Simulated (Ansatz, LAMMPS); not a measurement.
# Glassy 81GeO2-15Li2O-4Gd2O3 (mol %) (83 atoms): geometry optimisation, part 2 of 2

How does glassy 81GeO2-15Li2O-4Gd2O3 (mol %) (83 atoms) relax, and what do bonds, charges and levels look like afterwards?

Ansatz 0.2.0; Kohn-Sham DFT, PBE, PAW (set soft_2), plane waves.

The cell: 22 Ge, 8 Li, 2 Gd and 51 O. The quench rate of 10 K/ps is orders of magnitude faster than experiment. The starting topology of bonds comes from the classical model. Without a Hubbard term or exact exchange, open shells on Gd are likely too delocalised. Sampling is at Γ alone, for a cell whose shortest periodic width is 11 Å.

So far, density (g/cm³): step 5 (distances and neighbours after relaxation) 3.92.

## (6) Single point at the relaxed geometry

One more single point at the end of the walk gives the fuller output and checks the residual forces.

input.yaml reads:

```yaml
crystal:
  lattice:
    - [10.56507, 0.0, 0.0]
    - [0.0, 10.56507, 0.0]
    - [0.0, 0.0, 10.56507]
  atoms:
    - { symbol: Ge, position: [0.15506, 0.61269, 0.6801] }
    - { symbol: Ge, position: [0.82125, 0.23419, 0.80716] }
    - { symbol: Ge, position: [0.93336, 0.69927, 0.23174] }
    - { symbol: Ge, position: [0.87428, 0.48711, 0.6727] }
    - { symbol: Ge, position: [0.78709, 0.40797, 0.30151] }
    - { symbol: Ge, position: [0.1922, 0.05943, 0.58627] }
    - { symbol: Ge, position: [0.34185, 0.822, 0.07715] }
    - { symbol: Ge, position: [0.76534, 0.73439, 0.49597] }
[... 71 atom lines left out ...]
    - { symbol: O, position: [0.45437, 0.07084, 0.83076] }
    - { symbol: O, position: [0.09125, 0.18734, 0.51027] }
    - { symbol: O, position: [0.1305, 0.46496, 0.94607] }
    - { symbol: O, position: [0.9799, 0.11429, 0.2398] }
magnetization:
  spin_polarized: true
kpoints:
  mp_grid: { grid: [1, 1, 1] }
hamiltonian:
  xc: pbe
scf:
  occupations: { method: gaussian, width: 0.025 }
output:
  forces: true
  stress: true
  populations: true
  dos:
    method: { smearing: { sigma: 0.15 } }
    de: 0.1
    projected: { site_lists: { Gd: [Gd], Ge: [Ge], Li: [Li], O: [O] } }
  eigenvalues: true
  write_density: true
  write_potential: true
  volumetric_format: npy
```

The run is started by

```sh
ansatz run input.yaml --threads 4 --pin off --max-ram 8192MiB --backend cpu --events-out ev --progress --plain --runs-dir out
```

Wall time 86 s (4 threads of Arm Neoverse V2, shared host); peak memory 2.8 GiB.

The program notes that the exchange-correlation potential is rough where the density is thin.

Read from the output:

```
free energy                                      : -143749.6634 eV
free energy per atom                             : -1731.9237 eV/atom
SCF cycles                                       : 33
pressure                                         : -1.411 GPa
r.m.s. force component                           : 0.00546 eV/Å
longest force                                    : 0.02903 eV/Å
Fermi energy                                     : 5.177 eV
gap (highest filled to lowest empty level) : 2.086 eV
absolute moment                                  : 14.05 μB
spilling of the projection                       : 0.005119
```

Löwdin charges by element and coordination (they lack the spilled electrons, 0.042 e an atom on average):

```
element  coordination  atoms  mean charge (e)  spread   least    most
     Gd           all      2             1.14  0.0164    1.12    1.15
     Gd             5      1             1.15       0    1.15    1.15
     Gd             6      1             1.12       0    1.12    1.12
     Ge           all     22             1.54  0.0318    1.49    1.59
     Ge             4     20             1.54  0.0314    1.49    1.59
     Ge             5      2             1.52  0.0256    1.49    1.54
     Li           all      8            0.790  0.0101   0.773   0.806
     Li             3      3            0.791  0.0109   0.781   0.806
     Li             4      4            0.793  0.0059   0.788   0.803
     Li             5      1            0.773       0   0.773   0.773
      O           all     51           -0.765  0.0563  -0.987  -0.703
      O             2     26           -0.730  0.0112  -0.754  -0.703
      O             3     21           -0.788  0.0496  -0.943  -0.711
      O             4      4           -0.869  0.0701  -0.987  -0.804
```

Magnetic moments by element and coordination:

```
element  coordination  atoms  mean moment (μB)  spread    least    most
     Gd           all      2           -0.0022    6.74    -6.74    6.74
     Gd             5      1              6.74       0     6.74    6.74
     Gd             6      1             -6.74       0    -6.74   -6.74
     Ge           all     22                 0  1.0e-4  -2.0e-4  3.0e-4
     Ge             4     20                 0  1.0e-4  -2.0e-4  3.0e-4
     Ge             5      2                 0       0        0       0
     Li           all      8                 0       0        0  1.0e-4
     Li             3      3                 0       0        0  1.0e-4
     Li             4      4                 0       0        0       0
     Li             5      1                 0       0        0       0
      O           all     51           -2.0e-4  0.0012  -0.0058  0.0029
      O             2     26           -2.0e-4  0.0011  -0.0058  3.0e-4
      O             3     21            1.0e-4  0.0013  -0.0036  0.0029
      O             4      4            -0.001   0.001  -0.0025  1.0e-4
```

States in the cell by windows of 1 eV, zero at the Fermi level; the larger projections on atomic orbitals stand beside the total:

```
from (eV)  to (eV)  total up  total down   O p  Ge p  Ge s  Gd f
      -10       -9       5.4         5.4   6.1   0.6   3.4   0.0
       -9       -8       6.4         6.4   7.5   1.0   3.2   0.0
       -8       -7       5.8         5.8   7.1   1.2   2.2   0.0
       -7       -6      10.0        10.0  14.5   4.5   0.3   0.0
       -6       -5      14.0        13.9  20.4   5.2   0.6   0.1
       -5       -4      20.0        20.1  31.6   4.8   0.4   0.3
       -4       -3      35.0        30.2  52.4   2.7   0.2   6.6
       -3       -2      41.6        46.0  77.3   1.1   0.1   6.3
       -2       -1      18.2        18.3  34.1   0.4   0.0   0.9
       -1        0       0.3         0.6   0.9   0.0   0.0   0.0
        0        1       0.2         0.2   0.1   0.0   0.2   0.0
        1        2       0.8         3.6   0.3   0.1   0.6   2.8
        2        3      11.6         8.8   2.8   1.0   3.9  10.7
        3        4       6.3         6.2   3.4   1.7   4.7   0.1
        4        5       8.2         8.0   3.8   2.7   4.2   0.0
```

Between -26 and -10 eV lie 340 more states.

The levels nearest the highest filled one (over half full), pooled over k-points and spins:

```
level less the highest filled one (eV)  occupation
                                -0.314           1
                                -0.282           1
                                -0.121           1
                                -0.110           1
                               -0.0971           1
                                     0           1
                                  2.09           0
                                  2.09           0
                                  2.95           0
                                  2.96           0
                                  3.01           0
                                  3.03           0
```

Spin density in the ac plane at fractional y = 0.069, with atoms of Ge and Li and Gd and O within 0.2 Å of it.

Values in units of 1e0 e/Å³, 13 rows by 16 columns, each cell a mean:
```
0.0 0.0 0.0 0.0 0.0 0.0 0.0 0.0 0.0 0.0 0.0 0.0 0.0 0.0 0.0 0.0
0.0 0.0 0.0 0.0 0.0 0.0 0.0 0.0 0.0 0.0 0.0 0.0 0.0 0.0 0.0 0.0
0.0 0.0 0.0 0.0 0.0 0.0 0.0 0.0 0.0 0.0 0.0 0.0 0.0 0.0 0.0 0.0
0.0 0.0 0.0 0.0 0.0 0.0 0.0 0.0 0.0 0.0 0.0 0.0 0.0 0.0 0.0 0.0
0.0 0.0 0.0 0.0 0.0 0.0 0.0 0.0 0.0 0.0 0.0 0.0 0.0 0.0 0.0 0.0
0.0 0.0 0.0 0.0 0.0 0.0 0.0 0.0 0.0 0.0 0.0 0.0 0.0 0.0 0.0 0.0
0.0 0.0 0.0 0.0 0.0 0.0 0.0 0.0 0.0 0.0 0.0 0.0 0.0 0.0 0.0 0.0
0.0 0.0 0.0 0.0 0.0 0.0 0.0 0.0 0.0 0.0 0.0 0.0 0.0 0.0 0.0 0.0
0.0 0.0 0.0 0.0 0.0 0.0 0.0 0.0 0.0 0.0 0.0 0.0 0.0 0.0 0.0 0.0
0.0 0.0 0.0 0.0 0.0 0.0 0.0 0.0 0.0 0.0 0.0 0.0 0.0 0.0 0.0 0.0
0.0 0.2 3.1 1.9 0.0 0.0 0.0 0.0 0.0 0.0 0.0 0.0 0.0 0.0 0.0 0.0
0.0 0.3 6.3 4.0 0.1 0.0 0.0 0.0 0.0 0.0 0.0 0.0 0.0 0.0 0.0 0.0
0.0 0.0 0.1 0.1 0.0 0.0 0.0 0.0 0.0 0.0 0.0 0.0 0.0 0.0 0.0 0.0
```
Columns run along a (10.6 Å), rows up along c (10.6 Å). Atoms in or near the plane, at fractional coordinates: Ge at (0.19, 0.59), Ge at (0.50, 0.50), Li at (0.44, 0.24), Gd at (0.17, 0.13), O at (0.84, 0.45), O at (0.86, 0.74), O at (0.62, 0.61), O at (0.45, 0.83).

Valence density in the ac plane at fractional y = 0.069, with atoms of Ge and Li and Gd and O within 0.2 Å of it. It is the smooth field of the valence electrons, not physical close to the nuclei.

Values in e/Å³, 13 rows by 16 columns, each cell a mean:
```
 0  0  0  0  0  0  0  0  2  1  0  1  0  0  0  0
 0  0  0  0  0  0  1  3  1  0  0  0  0  0  0  0
 0  0  0  0  0  0  1  4  1  0  0  0  0  2  1  0
 0  0  0  0  0  0  0  0  0  0  0  0  1  4  3  0
 0  0  2  4  0  0  0  0  0  3  3  1  1  1  0  0
 0  0  5 15  1  2  1  1  2  2  2  1  2  1  0  0
 0  0  0  0  0  0  1  7 14  1  0  0  1  3  1  0
 0  0  0  0  0  0  0  0  1  0  0  0  1  4  2  0
 0  0  0  0  0  0  0  0  0  0  0  0  0  0  0  0
 1  0  0  0  0  0  2  3  0  0  0  0  0  0  0  2
 1  1  5  4  0  0  0  1  0  0  0  0  0  0  0  1
 0  1  8  6  1  0  0  1  1  0  0  0  0  0  0  0
 0  0  1  1  0  0  0  1  1  1  0  0  0  0  0  0
```
Columns run along a (10.6 Å), rows up along c (10.6 Å). Atoms in or near the plane, at fractional coordinates: Ge at (0.19, 0.59), Ge at (0.50, 0.50), Li at (0.44, 0.24), Gd at (0.17, 0.13), O at (0.84, 0.45), O at (0.86, 0.74), O at (0.62, 0.61), O at (0.45, 0.83).

Mean Löwdin charges: Gd +1.14, Ge +1.54, Li +0.79, O -0.76 e (they miss 0.51 % of the electrons, so they add up to more than the cell's charge). The cell holds a total moment of 0 μB, from site moments of up to 6.7 μB that point both ways; no search proves this magnetic order the lowest. The largest share in the top eV of filled states is O p (95 % of the projected weight), and in the lowest eV of empty states Gd f (74 % of the projected weight).

Local excerpt of 11 atoms (numbers count through the whole input) about Ge6, which has 5 bonded neighbours where the commonest count for Ge is 4; x, y, z are measured from there.

```
atom      x      y      z  distance (Å)  bonds  Löwdin charge (e)  moment (μB)
 Ge6   0.00   0.00   0.00          0.00      5               1.54         0.00
 O62  -0.67  -0.99   1.36          1.81      2              -0.75         0.00
 O41   1.74  -0.46  -0.23          1.81      2              -0.74         0.00
 O73  -0.59  -1.10  -1.40          1.87      2              -0.74         0.00
 O81  -1.07   1.35  -0.80          1.90      3              -0.77         0.00
 O56   0.54   1.51   1.12          1.95      3              -0.81         0.00
Li26  -0.45   2.92   0.19          2.96      3               0.81         0.00
Ge15  -0.19  -2.80  -1.73          3.29      4               1.56         0.00
Ge14   1.50   1.37   2.63          3.32      4               1.51         0.00
Ge10  -2.40   1.24  -2.00          3.36      4               1.52         0.00
Ge16   3.27  -0.04  -0.92          3.40      4               1.55         0.00
```

The column of bonds counts only the pairs O-Ge within 2.17 Å, O-Li within 2.48 Å, O-Gd within 3.07 Å; other neighbours, such as metal atoms beside each other in a compound, aren't counted, and periodic images can show an atom twice.

## (7) Outcome

```json
{
  "energy change in the relaxation": "-119.7 meV/atom",
  "r.m.s. displacement": "0.315 Å",
  "largest displacement": "0.799 Å",
  "free energy per atom": "-1731.9237 eV/atom",
  "pressure": "-1.411 GPa",
  "r.m.s. force component": "0.00546 eV/Å",
  "gap (highest filled to lowest empty level)": "2.086 eV",
  "wall time of the 3 DFT runs": "7.1 min"
}
```

**Reading.** Relaxation lowers the energy by 120 meV/atom and moves atoms by 0.32 Å r.m.s.; the r.m.s. force component goes from 1.2 to 0.0055 eV/Å, the pressure goes from 7.6 to -1.4 GPa, and the gap from 2.22 to 2.09 eV. By the final cutoffs 0 of 127 bonded pairs parted and 4 joined. From the first step to the last the energy fell by 9.935 eV, and the largest move was 0.80 Å (O55). The O-Ge bonds change most in mean length: from 1.736 Å (spread 0.057) to 1.792 Å (spread 0.043). Counting bonds as in the table, 50 % of Gd atoms have 5 and as many 6, 91 % of Ge atoms have 4, 50 % of Li atoms have 4 and 51 % of O atoms have 2 bonded neighbours. Counting bonds to Ge alone, not to Gd, 76 % of the oxygens join two of these atoms and 24 % one. The highest filled and lowest empty levels differ by 2.09 eV (at Γ alone); a semilocal functional tends to put such gaps too low. In a disordered cell it changes from sample to sample, and tail or defect levels can set it. The cell holds a total moment of 0 μB, from site moments of up to 6.7 μB that point both ways; no search proves this magnetic order the lowest.

Caveats: The starting topology of bonds comes from the classical model; in DFT 0 of its 127 bonded pairs passed out of the cutoffs and 4 came within them. The run was spin polarised, started with 1 moments up and 1 down in a pattern of our own, ending at 0.0 μB in the cell; that starting order needn't be the real material's, and it bears on forces, charges and levels.

[Logs are printed without paths, hosts, clocks, repeated set-up lines and the standing remarks that a program may print on its own settings, such as how far it seeks lower states.]

[Hosts, paths, dates, database ids (printed as entryN), source tags and the programs' standing remarks are cut or masked in the printed files.]
